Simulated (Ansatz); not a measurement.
**SiGe2 (model cell, started as antifluorite): a soft mode frozen in**

Which phase does SiGe2 (model cell, started as antifluorite) fall into along its unstable mode, and how much energy does it gain?

Program: Ansatz 0.2.0. Level of theory: DFT PBEsol, scalar-relativistic, plane waves, PAW. Results are calculated unless marked as measured.

Most raw output is cut from this account.

The structure was built from a prototype and need not be the compound's stable phase.

**1. Starting point**

Symmetry: Fm-3m, No. 225, cubic system. The conventional cell has a = 6.119 Å, b = 6.119 Å, c = 6.119 Å, α = 90.00°, β = 90.00°, γ = 90.00°. Si has 8 Ge at 2.65 Å nearest. Ge has 4 Si at 2.65 Å nearest. Farther neighbours are not listed.

**2. The dispersion**

The cell comes from relaxations at this level that are not shown. Stability and thermal properties need the whole zone. Linear response on a 4×4×4 q mesh gives force constants as far as a supercell of that size would.

File input.yaml:

```yaml
crystal:
  lattice:
    - [0.0, 3.0597254466, 3.0597254466]
    - [3.0597254466, 0.0, 3.0597254466]
    - [3.0597254466, 3.0597254466, 0.0]
  atoms:
    - { symbol: Si, position: [0.0, 0.0, 0.0] }
    - { symbol: Ge, position: [0.25, 0.25, 0.25] }
    - { symbol: Ge, position: [0.75, 0.75, 0.75] }
kpoints:
  mp_grid: { grid: [12, 12, 12] }
hamiltonian:
  xc: pbesol
scf:
  occupations: { method: methfessel_paxton, width: 0.15 }
output:
  eigenvalues: true
phonons:
  method: dfpt
  qmesh: [4, 4, 4]
  temperatures: { t_max: 1000, t_step: 50 }
  qpath:
    path:
      - [[0.0, 0.0, 0.0], [0.5, 0.0, 0.5], [0.625, 0.25, 0.625]]
      - [[0.375, 0.375, 0.75], [0.0, 0.0, 0.0], [0.5, 0.5, 0.5], [0.5, 0.25, 0.75], [0.5, 0.0, 0.5]]
    npoints: 10
```

On the command line:

```sh
ansatz run input.yaml --threads 4 --pin off --max-ram 7168MiB --backend cpu --events-out ev --progress --plain --runs-dir out
```

It took 6.1 min on 4 threads of Arm Neoverse V2, shared host; peak memory 4 GiB.

Numbers from this step:

* volume per atom: 19.10 Å³
* gap on the k-mesh: 0 eV
* sum-rule residual before enforcement: 1.62e-5 eV/Å²
* lowest frequency on the path: -47.02 cm⁻¹
* point group: m-3m
* highest frequency on the path or at a solved wavevector: 232.3 cm⁻¹
* highest optical mode at the zone centre (no LO-TO term): 232.3 cm⁻¹
* lowest optical zone-centre mode: 139.0 cm⁻¹
* lowest mode on the q mesh (acoustic modes at Γ apart): -46.4 cm⁻¹

Frequencies (cm⁻¹) solved at each irreducible wavevector; negative means imaginary. Frequencies by wavevector, by row:

```csv
q in reciprocal lattice units,star,mode 1,mode 2,mode 3,mode 4,mode 5,mode 6,mode 7,mode 8,mode 9
0 0 0,1,0,0,0,139,139,139,232.3,232.3,232.3
0 0 0.25,8,13,13,58.7,93.6,120.7,120.7,217.1,224.4,224.4
0 0 -0.5,4,33.8,33.8,58.1,102.4,111.9,111.9,193.1,219.3,219.3
0 0.25 0.25,6,-30,-30,73.6,108.7,108.7,111.2,198.3,216.2,216.2
0 0.25 -0.5,24,-29.6,33.1,65.6,93.8,100.2,115.8,202.3,221.4,225.1
0 0.25 -0.25,12,-46.4,-9.7,80.1,81.8,115.9,115.9,212.9,219.2,220.2
0 -0.5 -0.5,3,50.1,50.1,80.1,85.1,85.1,118.9,186.4,212.6,212.6
0.25 -0.5 -0.25,6,-27.7,40.7,40.7,66.2,89.3,111.3,216.3,216.3,217.1
```

Interpolated from a 4×4×4 q mesh. Phonon branches along the path, in cm⁻¹:

```csv
point,branch 1,branch 2,branch 3,branch 4,branch 5,branch 6,branch 7,branch 8,branch 9
Γ,0,0,0,139,139,139,232,232,232
halfway,-30,-30,74,109,109,111,198,216,216
X,50,50,80,85,85,119,186,213,213
halfway,46,46,68,82,88,117,193,214,219
U,34,37,44,78,97,119,205,218,225
jump to K,34,37,44,78,97,119,205,218,225
halfway,-41,-16,85,88,105,123,213,220,222
Γ,0,0,0,139,139,139,232,232,232
halfway,13,13,59,94,121,121,217,224,224
L,34,34,58,102,112,112,193,219,219
halfway,-14,22,58,90,102,121,211,220,222
W,-28,41,41,66,89,111,216,216,217
halfway,32,47,67,72,89,114,198,216,220
X,50,50,80,85,85,119,186,213,213
```

Symmetry leaves 8 wavevectors to solve. The lowest mode among them, the acoustic zeros apart, lies at q = (0, 0.25, -0.25) and is imaginary, 46.4i cm⁻¹, so the energy falls along it.

**3. The mode frozen in, largest atomic shift 0 Å**

The mode followed lies at q = (0, 0.25, 0.25) with frequency 30.0i cm⁻¹ and is 2-fold degenerate, one of the unstable modes though not the softest. At small amplitude the distorted cell has space group no. 51 by a symmetry search on the positions. The undistorted cell that holds it gives the zero of energy on the same k mesh.

System of this step: SiGe2 (model cell, started as antifluorite). Symmetry: Fm-3m, No. 225, cubic system. Conventional cell: a = 6.119 Å, b = 6.119 Å, c = 6.119 Å, α = 90.00°, β = 90.00°, γ = 90.00°. Si has 8 Ge at 2.65 Å nearest. Nearest to Ge lie 4 Si at 2.65 Å. Farther neighbours are not listed.

File input.yaml:

```yaml
crystal:
  lattice:
    - [0.0, -3.0597254466, -3.0597254466]
    - [0.0, 3.0597254466, -3.0597254466]
    - [12.2389017864, 0.0, 0.0]
  atoms:
    - { symbol: Si, position: [0.0, 0.0, 0.0] }
    - { symbol: Si, position: [0.0, 0.0, 0.5] }
    - { symbol: Si, position: [0.5, 0.5, 0.75] }
    - { symbol: Si, position: [0.5, 0.5, 0.25] }
    - { symbol: Ge, position: [0.0, 0.5, 0.875] }
    - { symbol: Ge, position: [0.0, 0.5, 0.375] }
    - { symbol: Ge, position: [0.5, 0.0, 0.625] }
    - { symbol: Ge, position: [0.5, 0.0, 0.125] }
    - { symbol: Ge, position: [0.0, 0.5, 0.125] }
    - { symbol: Ge, position: [0.0, 0.5, 0.625] }
    - { symbol: Ge, position: [0.5, 0.0, 0.875] }
    - { symbol: Ge, position: [0.5, 0.0, 0.375] }
kpoints:
  mp_grid: { grid: [8, 8, 4] }
hamiltonian:
  xc: pbesol
scf:
  occupations: { method: methfessel_paxton, width: 0.15 }
output:
  forces: true
  stress: true
  eigenvalues: true
```

Wall time 7.6 s (4 threads); peak memory 1 GiB.

Numbers from this step:

```yaml
pressure: -0.3558 GPa
energy_from_the_undistorted_cell: 0 meV/atom
```

The run ends at a pressure of -0.36 GPa.

**4. The mode frozen in, largest atomic shift 0.45 Å**

The atoms are moved along the unstable eigenvector, the largest shift by 0.45 Å, with the cell fixed.

File input.yaml:

```yaml
crystal:
  lattice:
    - [0.0, -3.0597254466, -3.0597254466]
    - [0.0, 3.0597254466, -3.0597254466]
    - [12.2389017864, 0.0, 0.0]
  atoms:
    - { symbol: Si, position: [-0.1039956222, 0.0, 0.0] }
    - { symbol: Si, position: [0.1039956222, 0.0, 0.5] }
    - { symbol: Si, position: [0.5, 0.5, 0.75] }
    - { symbol: Si, position: [0.5, 0.5, 0.25] }
    - { symbol: Ge, position: [-0.0220837933, 0.5, 0.875] }
    - { symbol: Ge, position: [0.0220837933, 0.5, 0.375] }
    - { symbol: Ge, position: [0.5851137611, 0.0, 0.625] }
    - { symbol: Ge, position: [0.4148862389, 0.0, 0.125] }
    - { symbol: Ge, position: [-0.0220837933, 0.5, 0.125] }
    - { symbol: Ge, position: [0.0220837933, 0.5, 0.625] }
    - { symbol: Ge, position: [0.4148862389, 0.0, 0.875] }
    - { symbol: Ge, position: [0.5851137611, 0.0, 0.375] }
kpoints:
  mp_grid: { grid: [8, 8, 4] }
hamiltonian:
  xc: pbesol
scf:
  occupations: { method: methfessel_paxton, width: 0.15 }
output:
  forces: true
  stress: true
  eigenvalues: true
```

Run time: 14 s. Hardware: 4 threads; peak memory 1.3 GiB; 56 s of CPU time.

This step gave:

```
pressure                         : -0.2852 GPa
energy from the undistorted cell : -3.151 meV/atom
```

The energy, extrapolated to zero smearing, is -3.15 meV/atom against the undistorted cell.

The run ends at a pressure of -0.29 GPa, with forces up to 0.13 eV/Å.

**5. Energy along the mode, all amplitudes (two of the runs are shown above)**

An imaginary frequency means negative curvature, so the energy should fall and then rise again as anharmonic terms take over.

This step gave:

```
depth at the lowest point sampled  : 3.151 meV/atom
largest atomic shift at that point : 0.45 Å
```

Table of energy from the parent by largest atomic shift:

```csv
largest atomic shift (Å),energy from the parent (meV/atom)
0.000,0
0.040,-0.044
0.080,-0.173
0.140,-0.503
0.220,-1.13
0.320,-2.15
0.450,-3.15
0.600,-1.46
```

Displacement at unit largest shift by atom:

| atom | x (Å) | y (Å) | z (Å) | size |
| --- | --- | --- | --- | --- |
| Si1 | 0.000 | 0.707 | 0.707 | 1.000 |
| Si2 | 0.000 | -0.707 | -0.707 | 1.000 |
| Si3 | 0.000 | 0.000 | 0.000 | 0.000 |
| Si4 | 0.000 | 0.000 | 0.000 | 0.000 |
| Ge5 | 0.000 | 0.150 | 0.150 | 0.212 |
| Ge6 | 0.000 | -0.150 | -0.150 | 0.212 |
| Ge7 | 0.000 | -0.579 | -0.579 | 0.819 |
| Ge8 | 0.000 | 0.579 | 0.579 | 0.819 |
| Ge9 | 0.000 | 0.150 | 0.150 | 0.212 |
| Ge10 | 0.000 | -0.150 | -0.150 | 0.212 |
| Ge11 | 0.000 | 0.579 | 0.579 | 0.819 |
| Ge12 | 0.000 | -0.579 | -0.579 | 0.819 |

The lowest of the steps tried is at 0.45 Å, 3.15 meV/atom below the parent; the bottom of the well need not coincide with a step.

**6. Relaxation from the frozen mode**

Starting from the lowest point found, all atoms and the cell are let go, so that strain and other modes of the same symmetry can join in.

Edit input.yaml of step 4 so:

```diff
@@ -28 +28,10 @@
   eigenvalues: true
+  write_density: true
+  write_potential: true
+  elf: true
+  volumetric_format: npy
+relax:
+  adjacent_minimum: "off"
+  f_tol: 0.002
+  max_steps: 120
+  cell: { stress_tol: 0.03 }
```

It took 3.2 min on 4 threads; peak memory 1.3 GiB.

Step by step:

```csv
step,energy less that of the first step (eV),largest force component (eV/Å),pressure (GPa),volume (Å³)
1,0.0000,0.1255,-0.29,229.16
2,-0.0200,0.0601,0.03,227.93
3,-0.0273,0.0927,0.07,227.46
4,-0.0339,0.0436,0.00,227.71
5,-0.0325,0.0159,-0.11,227.87
6,-0.0356,0.0090,0.00,227.66
7,-0.0360,0.0048,-0.02,227.69
8,-0.0361,0.0010,0.00,227.63
9,-0.0361,0.0011,0.01,227.58
10*,-0.0359,0.0011,0.01,227.58
```

Relaxation steps marked * repeat the geometry before them on a plane-wave basis chosen anew for their cell, so energy and pressure can jump there. Relaxation step 5 was tried and not accepted.

Forces are held to the 8 operations that the run works with; a distortion that breaks them can't arise in this run.

| cell as run | before | after | change |
| --- | --- | --- | --- |
| a (Å) | 4.327 | 4.290 | -0.8 % |
| b (Å) | 4.327 | 4.358 | +0.7 % |
| c (Å) | 12.239 | 12.170 | -0.6 % |
| volume (Å³/atom) | 19.10 | 18.96 | -0.7 % |

The atoms that moved most (Å, as changes of fractional coordinates times the final cell):

| atom | dx | dy | dz | length |
| --- | --- | --- | --- | --- |
| Si1 | 0.000 | 0.108 | 0.108 | 0.152 |
| Si2 | 0.000 | -0.108 | -0.108 | 0.152 |
| Ge7 | 0.074 | -0.077 | -0.077 | 0.131 |
| Ge12 | -0.074 | -0.077 | -0.077 | 0.131 |
| Ge8 | 0.074 | 0.077 | 0.077 | 0.131 |
| Ge11 | -0.074 | 0.077 | 0.077 | 0.131 |
| Ge10 | -0.058 | -0.030 | -0.030 | 0.072 |
| Ge6 | 0.058 | -0.030 | -0.030 | 0.072 |

Final coordinates:

```xyz
12
Lattice="0.0000 -3.0338 -3.0338 0.0000 3.0819 -3.0819 12.1700 0.0000 0.0000" Properties=species:S:1:pos:R:3 pbc="T T T"
Si    0.0000    0.4233    0.4233
Si    6.0850   -0.4233   -0.4233
Si    9.1275    0.0240   -3.0578
Si    3.0425    0.0240   -3.0578
Ge   10.7070    1.6377   -1.4442
Ge    4.6220    1.4442   -1.6377
Ge    7.6803   -1.8517   -1.8517
Ge    1.5953   -1.1821   -1.1821
Ge    1.4630    1.6377   -1.4442
Ge    7.5480    1.4442   -1.6377
Ge   10.5747   -1.1821   -1.1821
Ge    4.4897   -1.8517   -1.8517
```

This step gave:

- pressure: 0.005479 GPa
- volume per atom: 18.96 Å³

ELF in the ac plane at fractional y = 0.000, with atoms of Si and Ge within 0.2 Å of it. It is the smooth field of the valence electrons, not physical close to the nuclei.

Ten even steps from '_' (0.03) to '@' (0.78), each cell a mean:
```
%%%%**++====++**%%@@%%++++++
%%##**++======++##@@@@%%####
==++++==..____::++****++====
::==++==..____::====--......
..--++++==========--..______
____::--========--::::..____
________..--====++++++==::..
..____..::====--::--==++++--
::..::--==++==______..==++==
++****##%%##++::....--++++++
%%##**%%@@@@##++++==++++##%%
**++**++##%%##====----++##%%
##++++**%%@@##++======++##@@
%%##%%@@@@%%##++======++**##
======++****==..____::==++==
......::--====..____::==++--
________::--========++++==::
______..::--==========--..__
__..--==++++====--::..______
..--++++--::::====--::______
::==++==______::==++==::::::
++++++==::....==**######****
%%%%**++++==++**%%@@@@##**##
##%%**==----==++##@@**++**++
```
Columns run along a (4.3 Å), rows up along c (12.2 Å). Atoms in or near the plane, at fractional coordinates: Si at (0.86, 0.00), Si at (0.14, 0.50), Ge at (0.61, 0.63), Ge at (0.39, 0.13), Ge at (0.39, 0.87), Ge at (0.61, 0.37).

Valence density in the ac plane at fractional y = 0.000, with atoms of Si and Ge within 0.2 Å of it. It is the smooth field of the valence electrons, not physical close to the nuclei.

Ten steps, logarithmic in the rise over the least value, from '0' (0 e/Å³) to '9' (35 e/Å³), each cell a mean:
```
11000111111101
11112332111111
00136984210000
00136984200000
00012221100000
00000000000000
00000001110000
00000013553100
00000127995210
00011125764110
11111111111111
10001110000011
10011111100011
11111112332111
00001126985210
00000126885200
00000012321100
00000000000000
00001111000000
00013542100000
00137995210000
01125763211100
11111111111111
11000000111000
```
Columns run along a (4.3 Å), rows up along c (12.2 Å). Atoms in or near the plane, at fractional coordinates: Si at (0.86, 0.00), Si at (0.14, 0.50), Ge at (0.61, 0.63), Ge at (0.39, 0.13), Ge at (0.39, 0.87), Ge at (0.61, 0.37).

Electrostatic potential energy in the ac plane at fractional y = 0.000, with atoms of Si and Ge within 0.2 Å of it. With pseudopotentials it is smooth inside the atoms' cores, unlike the true potential.

Ten even steps from '_' (-41 eV) to '@' (13 eV), each cell a mean:
```
==##@@@@@@%%%%@@%%##--____..
%%%%%%##++==++**%%%%##******
@@@@##==::....--**%%@@@@@@@@
@@@@##==::....--**%%@@@@@@@@
@@@@@@##**++++##%%@@@@@@@@@@
@@@@@@@@@@@@@@@@@@@@@@@@@@@@
@@@@@@@@@@@@@@%%%%%%%%@@@@@@
@@@@@@@@@@%%**==----++##@@@@
@@@@@@@@@@##==::__..::++%%@@
@@%%%%%%%%%%**--::::==**%%@@
**----==##%%%%##****##%%%%%%
..______--##@@@@@@@@@@@@%%**
::____..++%%@@@@%%@@@@@@%%##
##****##%%%%##++==++**%%%%%%
@@@@@@@@@@##++::....--++%%@@
@@@@@@@@@@%%++::....--**%%@@
@@@@@@@@@@@@%%**++++**%%@@@@
@@@@@@@@@@@@@@@@@@@@@@@@@@@@
@@@@@@@@%%%%%%%%@@@@@@@@@@@@
@@@@%%**==----++##@@@@@@@@@@
@@@@##==::__..--++%%@@@@@@@@
@@@@%%++--::::==**%%@@%%%%%%
##%%@@%%##**##%%%%%%**==--==
--##@@@@@@@@@@@@%%**::______
```
Columns run along a (4.3 Å; values clipped at the 3rd and 97th percentile), rows up along c (12.2 Å). Atoms in or near the plane, at fractional coordinates: Si at (0.86, 0.00), Si at (0.14, 0.50), Ge at (0.61, 0.63), Ge at (0.39, 0.13), Ge at (0.39, 0.87), Ge at (0.61, 0.37).

The distorted start has space group Pmma; the relaxation ends in Pmma.

**7. The phases reached**

The phases reached along the modes that were followed are set side by side.

Energies are those of the first relaxation, on the mesh of the frozen mode; space group, volume and gap are those of the last relaxation. Phases, by row:

```csv
mode frozen in,space group,energy from parent (meV/atom),volume (Å³/atom),gap on mesh (eV),lowest zone-centre optical mode (cm⁻¹),largest shift (Å)
parent,Fm-3m,0,19.1,0,–,–
"q = (0, 0.25, -0.25), 46i cm⁻¹",Pnma,-51.96,18.63,0,–,0.771
"q = (0, 0.25, 0.25), 30i cm⁻¹",Cmcm,-4.12,18.99,0,–,0.36
"q = (0, 0.25, 0.25), 30i cm⁻¹",P4_12_12,-4.74,19.02,0,–,0.449
"q = (0, 0.25, 0.25), 30i cm⁻¹",Pmma,-6.27,18.96,0,–,0.599
```

**8. What came out**

```yaml
unstable_mode_of_the_parent: q = (0, 0.25, 0.25), 30i cm⁻¹
depth_at_the_lowest_point_sampled: 3.15 meV/atom
largest_atomic_shift_at_that_point: 0.45 Å
space_group_reached_within_0p01_a: Pmma
energy_gained_over_the_parent_first_relaxation_on_the_mesh_of_the_frozen_mode: 6.27 meV/atom
volume_per_atom_phase_reached: 19.0 Å³
```

What this shows: Along this mode the structure falls into Pmma, 6.27 meV/atom below the parent. At the parent's cell the well is 3.151 meV/atom deep on the steps tried, with its lowest point at a shift of 0.45 Å. Relaxing atoms and cell changes the gain by +3.12 meV/atom against the lowest step (energies at zero smearing). The modes of the phase reached were not computed on this path. Of the 4 patterns followed to their end from this parent, this one ends 45.7 meV/atom above the lowest, Pnma. Each path keeps the symmetry of its pattern, so a lower phase may lie along a pattern not tried. With no gap, or one that is small against the smearing, the frequencies hang on the k mesh and the smearing, most of all near Kohn anomalies. The starting cell was built on a prototype and not taken from a measurement, so the phase need not exist.

[Logs are printed without paths, hosts, clocks, repeated set-up lines and the standing remarks that a program may print on its own settings, such as how far it seeks lower states.]

[Hosts, paths, dates, database ids (printed as entryN), source tags and the programs' standing remarks are cut or masked in the printed files.]
